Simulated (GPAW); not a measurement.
# Dielectric function and optical constants of MoS2

Wanted: where MoS2 starts to absorb, how strongly, and its refractive index. The cell comes from an older database entry, whose edges can differ from later determinations, mostly by under a per cent.

Calculated with GPAW 26.7.0; DFT, PBE, plane-wave PAW (GPAW data sets), scalar-relativistic, RPA, optical limit.

Most raw output is cut from this account.

The database entry behind the starting cell differs from later determinations by our own check (about 0.3 % long), so it need not match the best structure at ambient conditions.

## (1) Starting point

The structure is hexagonal, space group P6_3/mmc (No. 194). Conventional cell: a = 3.169 Å, b = 3.169 Å, c = 12.324 Å, α = 90.00°, β = 90.00°, γ = 120.00°. Mo has 6 S at 2.41 Å nearest. S has 3 Mo at 2.41 Å nearest. Farther neighbours and most contacts between anions are not listed.

## (2) Ground state

First the ground state: is it a metal or has it a gap?

This step: DFT, PBE, plane-wave PAW (GPAW data sets), scalar-relativistic, ground state (GPAW 26.7.0).

Input file gs.py:

```python
from ase import Atoms
from ase.dft.bandgap import bandgap
from gpaw import GPAW, PW, FermiDirac

atoms = Atoms(['Mo', 'Mo', 'S', 'S', 'S', 'S'],
              cell=[[3.169000000000, 0.000000000000, 0.000000000000],
                    [-1.584500000000, 2.744434504600, 0.000000000000],
                    [0.000000000000, 0.000000000000, 12.324000000000]],
              scaled_positions=[[0.666666666700, 0.333333333300, 0.750000000000],
                                [0.333333333300, 0.666666666700, 0.250000000000],
                                [0.666666666700, 0.333333333300, 0.377000000000],
                                [0.333333333300, 0.666666666700, 0.877000000000],
                                [0.666666666700, 0.333333333300, 0.123000000000],
                                [0.333333333300, 0.666666666700, 0.623000000000]],
              pbc=[True, True, True])
atoms.calc = GPAW(mode=PW(550), xc='PBE', kpts={'size': (9, 9, 2), 'gamma': True},
                  occupations=FermiDirac(0.05), maxiter=150, txt='gs.txt')
print('energy (eV)', atoms.get_potential_energy())
print('Fermi level (eV)', atoms.calc.get_fermi_level())
print('valence electrons', atoms.calc.get_number_of_electrons())
print('gap (eV)', bandgap(atoms.calc, output=None)[0])
print('direct gap (eV)', bandgap(atoms.calc, direct=True, output=None)[0])
atoms.calc.write('gs.gpw')
```

The run is started by

```bash
$ OMP_NUM_THREADS=1 python gs.py
```

Wall time 60 s (1 thread of Arm Neoverse V1, shared host); peak memory 0.22 GiB.

Read-outs, printed or worked out from the files:

```
energy                 : -44.15 eV
Fermi energy           : 8.580 eV
gap on the k-mesh      : 0.9548 eV
direct gap on the mesh : 1.637 eV
electrons              : 52
```

There is a gap, 0.95 eV on this mesh (points off the mesh can give less), so no carriers' term is needed.

## (3) Bands for the response

At the fixed density, many empty bands are solved on the mesh of the response, since the spectrum sums over them.

This step: DFT, PBE, plane-wave PAW (GPAW data sets), scalar-relativistic, bands at fixed density (GPAW 26.7.0).

Input file nscf.py:

```python
from ase.dft.bandgap import bandgap
from gpaw import GPAW, FermiDirac

calc = GPAW('gs.gpw').fixed_density(kpts={'size': (12, 12, 3), 'gamma': True}, nbands=89, convergence={'bands': 83},
                                    occupations=FermiDirac(0.001), txt='nscf.txt')
print('gap (eV)', bandgap(calc, output=None)[0])
print('direct gap (eV)', bandgap(calc, direct=True, output=None)[0])
print('top band over the Fermi level (eV)', min(calc.get_eigenvalues(kpt=k)[82] for k in range(len(calc.get_ibz_k_points()))) - calc.get_fermi_level())
calc.write('full.gpw', mode='all')
```

The run is started by

```bash
$ OMP_NUM_THREADS=1 python nscf.py
```

Wall time 9.3 min (1 thread); peak memory 0.46 GiB.

Read-outs, printed or worked out from the files:

```
gap on the k-mesh : 0.8809 eV
```

## (4) Dielectric function, RPA

Transitions between filled and empty bands, summed over the zone, give the optical response, so mesh, band count and broadening shape it.

The induced potential is part of this response.

This step: DFT, PBE, plane-wave PAW (GPAW data sets), scalar-relativistic, RPA, optical limit (GPAW 26.7.0).

Input file df.py:

```python
from gpaw.response.df import DielectricFunction

df = DielectricFunction('full.gpw', frequencies={'type': 'nonlinear', 'domega0': 0.03, 'omega2': 8},
                        ecut=50,
                        eta=0.12,
                        nbands=83,
                        txt='df.txt')
for direction in ['x', 'z']:
    df.get_dielectric_function(xc='RPA', direction=direction, filename=f'df_{direction}.csv')
```

The run is started by

```bash
$ OMP_NUM_THREADS=1 python df.py
```

Elapsed: 79 s, on 1 thread; peak memory 0.42 GiB.

This step gave:

```
electronic dielectric constant ε∞, mean over x, y and z (by symmetry where fewer were run) : 11.14
main peak of Im epsilon, first axis                                                        : 2.961 eV
```

Some rows of df_x.csv (energy; Re and Im without local fields; Re and Im with them):

```text
0.000000, 14.616274, 0.000000, 13.764370, 0.000000
0.429336, 14.867096, 0.145781, 13.989614, 0.130658
0.878195, 15.776391, 0.368593, 14.800813, 0.326779
1.347938, 18.072959, 1.005166, 16.812769, 0.865831
1.840057, 21.011451, 4.343078, 19.356327, 3.587194
2.356191, 23.014018, 15.215568, 22.173655, 12.021802
2.898142, 8.674397, 21.598359, 11.552177, 22.413938
3.467895, 4.164769, 12.505922, 3.372636, 13.628182
4.067647, 3.896136, 15.331052, 2.792017, 15.250296
4.699832, -0.054159, 11.986005, -0.655274, 11.364521
5.367152, -1.439298, 10.635276, -1.624907, 9.561236
6.072622, -2.833491, 6.960923, -2.335473, 6.395659
6.819608, -2.068012, 4.868806, -2.097587, 4.832328
7.611886, -1.488729, 3.651413, -1.561261, 3.627064
8.453705, 0.165389, 1.838091, -0.229520, 1.838611
9.349861, 1.342764, 3.332389, 0.677160, 2.960608
10.305790, 0.851777, 5.014107, 0.464415, 3.905891
11.327680, -1.616363, 4.949356, -1.026720, 4.039946
12.422601, -1.398895, 2.942673, -1.054676, 2.398784
13.598673, -1.124964, 2.307125, -0.791956, 1.746820
```

The Im ε has structure finer than the step of the table below, so its rows give means over 0.5 eV, whole bins alone (the curve runs from 0 to 14.0 eV). Peaks (eV: height): E ∥ x 2.98: 22.6; E ∥ z 2.47: 4.83, 7.61: 4.48, 9.62: 7.46.

Values under the direct gap are tails of Lorentzian lines. Im ε against photon energy; means over each step:

| photon energy (eV) | E ∥ x | E ∥ z |
| --- | --- | --- |
| 0.5 | 0.159 | 0.0307 |
| 1.0 | 0.427 | 0.0741 |
| 1.5 | 1.80 | 0.168 |
| 2.0 | 6.09 | 0.657 |
| 2.5 | 15.5 | 4.02 |
| 3.0 | 21.4 | 3.78 |
| 3.5 | 14.4 | 2.98 |
| 4.0 | 14.2 | 2.98 |
| 4.5 | 12.4 | 2.53 |
| 5.0 | 10.0 | 2.34 |
| 5.5 | 8.97 | 2.48 |
| 6.0 | 6.62 | 2.74 |
| 6.5 | 5.51 | 2.65 |
| 7.0 | 4.56 | 3.17 |
| 7.5 | 3.68 | 3.99 |
| 8.0 | 2.61 | 3.51 |
| 8.5 | 1.93 | 3.01 |
| 9.0 | 2.51 | 4.16 |
| 9.5 | 3.09 | 6.90 |
| 10.0 | 3.88 | 7.00 |
| 10.5 | 4.01 | 6.41 |
| 11.0 | 3.93 | 5.62 |
| 11.5 | 3.39 | 5.57 |
| 12.0 | 2.82 | 4.51 |
| 12.5 | 2.38 | 3.60 |
| 13.0 | 2.37 | 2.88 |
| 13.5 | 1.85 | 1.90 |

Table of Re ε by photon energy:

| photon energy (eV) | E ∥ x | E ∥ z |
| --- | --- | --- |
| 0.0 | 13.8 | 5.90 |
| 0.5 | 14.1 | 5.96 |
| 1.0 | 15.2 | 6.16 |
| 1.5 | 18.0 | 6.61 |
| 2.0 | 21.9 | 7.74 |
| 2.5 | 20.5 | 7.38 |
| 3.0 | 8.36 | 5.04 |
| 3.5 | 3.68 | 4.06 |
| 4.0 | 3.91 | 4.18 |
| 4.5 | -0.825 | 3.98 |
| 5.0 | -1.73 | 4.26 |
| 5.5 | -2.26 | 4.34 |
| 6.0 | -2.43 | 4.56 |
| 6.5 | -2.01 | 4.35 |
| 7.0 | -1.69 | 4.92 |
| 7.5 | -1.59 | 4.70 |
| 8.0 | -1.68 | 3.25 |
| 8.5 | -0.0660 | 4.14 |
| 9.0 | 0.911 | 5.52 |
| 9.5 | 1.16 | 4.51 |
| 10.0 | 0.716 | 2.47 |
| 10.5 | 0.303 | 0.377 |
| 11.0 | -0.241 | 0.443 |
| 11.5 | -1.46 | -0.320 |
| 12.0 | -0.886 | -1.54 |
| 12.5 | -0.984 | -1.37 |
| 13.0 | -0.902 | -1.35 |
| 13.5 | -0.930 | -0.858 |

Values under the direct gap are tails of Lorentzian lines. The Im ε, E ∥ x by photon energy; read off at these points:

| photon energy (eV) | without local fields | with local fields |
| --- | --- | --- |
| 0.00 | 0 | 0 |
| 0.50 | 0.174 | 0.155 |
| 1.00 | 0.463 | 0.408 |
| 1.50 | 1.75 | 1.48 |
| 2.00 | 6.86 | 5.36 |
| 2.50 | 19.5 | 16.0 |
| 2.78 | 22.9 | 22.2 |
| 3.00 | 20.7 | 22.4 |
| 3.50 | 12.6 | 13.6 |
| 4.00 | 14.7 | 14.7 |
| 4.07 | 15.3 | 15.2 |
| 4.50 | 12.8 | 12.2 |
| 5.00 | 10.3 | 9.50 |
| 5.50 | 10.1 | 9.18 |
| 6.00 | 7.29 | 6.59 |
| 6.50 | 5.71 | 5.67 |
| 7.00 | 4.53 | 4.43 |
| 7.50 | 3.70 | 3.63 |
| 8.00 | 2.51 | 2.51 |
| 8.50 | 1.85 | 1.84 |
| 9.00 | 2.55 | 2.38 |
| 9.50 | 3.29 | 2.82 |
| 10.00 | 4.74 | 3.86 |
| 10.50 | 5.23 | 4.06 |
| 10.59 | 5.32 | 4.17 |
| 11.00 | 5.14 | 3.87 |
| 11.50 | 3.97 | 3.35 |
| 12.00 | 3.51 | 2.87 |
| 12.50 | 2.86 | 2.31 |
| 13.00 | 2.99 | 2.45 |
| 13.50 | 2.23 | 1.75 |

The loss function −Im 1/ε at q → 0 has structure finer than the step of the table below, so its rows give means over 0.5 eV, whole bins alone (the curve runs from 0 to 14.0 eV). Peaks (eV: height): E ∥ x 8.52: 0.544; E ∥ z 7.97: 0.160.

Values under the direct gap are tails of Lorentzian lines. The loss function −Im 1/ε at q → 0 by energy loss; means over each step:

| energy loss (eV) | E ∥ x | E ∥ z |
| --- | --- | --- |
| 0.5 | 7.9e-4 | 8.6e-4 |
| 1.0 | 0.00181 | 0.00193 |
| 1.5 | 0.00530 | 0.00376 |
| 2.0 | 0.0121 | 0.00992 |
| 2.5 | 0.0229 | 0.0546 |
| 3.0 | 0.0403 | 0.0957 |
| 3.5 | 0.0661 | 0.106 |
| 4.0 | 0.0668 | 0.108 |
| 4.5 | 0.0809 | 0.111 |
| 5.0 | 0.0989 | 0.0980 |
| 5.5 | 0.105 | 0.0989 |
| 6.0 | 0.133 | 0.101 |
| 6.5 | 0.158 | 0.101 |
| 7.0 | 0.187 | 0.0973 |
| 7.5 | 0.224 | 0.114 |
| 8.0 | 0.301 | 0.144 |
| 8.5 | 0.495 | 0.115 |
| 9.0 | 0.358 | 0.0864 |
| 9.5 | 0.290 | 0.100 |
| 10.0 | 0.248 | 0.128 |
| 10.5 | 0.248 | 0.156 |
| 11.0 | 0.253 | 0.177 |
| 11.5 | 0.263 | 0.178 |
| 12.0 | 0.318 | 0.201 |
| 12.5 | 0.363 | 0.243 |
| 13.0 | 0.366 | 0.274 |
| 13.5 | 0.433 | 0.427 |

The reflectivity at normal incidence has structure finer than the step of the table below, so its rows give means over 0.5 eV, whole bins alone (the curve runs from 0 to 14.0 eV). Peaks (eV: height): E ∥ x 3.02: 51.3, 4.42: 47.3, 5.66: 47.9, 11.48: 38.1, 13.34: 37.5; E ∥ z 2.39: 27.9, 7.61: 22.2, 10.52: 34.3, 13.25: 42.0.

Reflectivity at normal incidence against photon energy; means over each step:

| photon energy (eV) | E ∥ x (%) | E ∥ z (%) |
| --- | --- | --- |
| 0.5 | 33.6 | 17.6 |
| 1.0 | 35.1 | 18.2 |
| 1.5 | 38.3 | 19.4 |
| 2.0 | 42.4 | 22.5 |
| 2.5 | 47.2 | 26.1 |
| 3.0 | 50.7 | 21.0 |
| 3.5 | 44.7 | 17.8 |
| 4.0 | 44.9 | 17.7 |
| 4.5 | 46.4 | 15.8 |
| 5.0 | 44.9 | 15.7 |
| 5.5 | 46.5 | 16.3 |
| 6.0 | 45.2 | 17.2 |
| 6.5 | 42.9 | 16.8 |
| 7.0 | 41.4 | 18.9 |
| 7.5 | 40.0 | 20.9 |
| 8.0 | 39.2 | 18.3 |
| 8.5 | 21.6 | 17.5 |
| 9.0 | 15.7 | 22.6 |
| 9.5 | 18.3 | 29.7 |
| 10.0 | 23.6 | 31.2 |
| 10.5 | 26.7 | 33.1 |
| 11.0 | 29.5 | 31.2 |
| 11.5 | 35.9 | 34.5 |
| 12.0 | 32.8 | 38.5 |
| 12.5 | 33.1 | 37.0 |
| 13.0 | 32.5 | 38.7 |
| 13.5 | 34.2 | 33.8 |

From ε follow the optical constants at some laser and lamp lines:

| wavelength (nm) | n x | k x | R (%) x | 1/α x | n z | k z | R (%) z | 1/α z |
| --- | --- | --- | --- | --- | --- | --- | --- | --- |
| 1550 | 3.82 | 0.037 | 34.3 | 3.3 µm | 2.46 | 0.011 | 17.8 | 11 µm |
| 1064 | 3.98 | 0.071 | 35.8 | 1.2 µm | 2.51 | 0.019 | 18.4 | 4.6 µm |
| 633 | 4.64 | 0.488 | 42.1 | 103 nm | 2.76 | 0.083 | 21.9 | 605 nm |
| 532 | 4.84 | 1.178 | 45.4 | 36 nm | 3.10 | 0.434 | 27.0 | 97 nm |
| 405 | 3.81 | 2.850 | 51.2 | 11 nm | 2.38 | 0.723 | 20.4 | 45 nm |
| 308 | 3.08 | 2.434 | 45.4 | 10 nm | 2.15 | 0.755 | 18.0 | 32 nm |
| 193 | 1.42 | 1.994 | 42.2 | 7.7 nm | 2.14 | 0.604 | 16.3 | 25 nm |

Below the direct gap, k and the depth come from the tails of the Lorentzian lines, not from transitions.

Rows near the edge hang on the gap, which this functional as a rule makes too small, and phonon-assisted absorption is left out.

## (5) Results

```json
{
  "electronic dielectric constant ε∞, mean over x, y and z (by symmetry where fewer were run) (RPA)": "11.1",
  "main peak of Im epsilon, first axis": "2.96 eV"
}
```

At this level (PBE, RPA) MoS2 has a mean ε∞ = 11.1 and n = 3.82 at 1550 nm (E ∥ x), and Im ε peaks at 3.0 eV (E ∥ x). On the mesh the gap is 0.88 eV and the least direct gap 1.64 eV, so on this mesh the band edges lie at different points. Local fields change the static value along x from 14.62 to 13.76 (-6 %). Distinct maxima of Im ε, read by a parabola through the highest points, lie at 2.96 eV (23), 4.07 eV (15) and 10.59 eV (4.2) for E ∥ x. The static values by axis are 13.76 (x), 5.90 (z). Excitons and phonon-assisted transitions are missing; PBE gaps are as a rule too small, which pulls the onset down and ε∞ up. The sum runs over mesh points, so small or evenly spaced maxima can still be ripples of the mesh. In this version of GPAW the matrix elements of the optical limit are incomplete, which can lower ε − 1 by up to a tenth where first-row anions or d states rule, and shift it by more in d metals.

[Machine, clock and banner lines and Python warnings are left out of the logs.]

[Logs are printed without paths, hosts, clocks, repeated set-up lines and the standing remarks that a program may print on its own settings, such as how far it seeks lower states.]

[Hosts, paths, dates, database ids (printed as entryN), source tags and the programs' standing remarks are cut or masked in the printed files.]
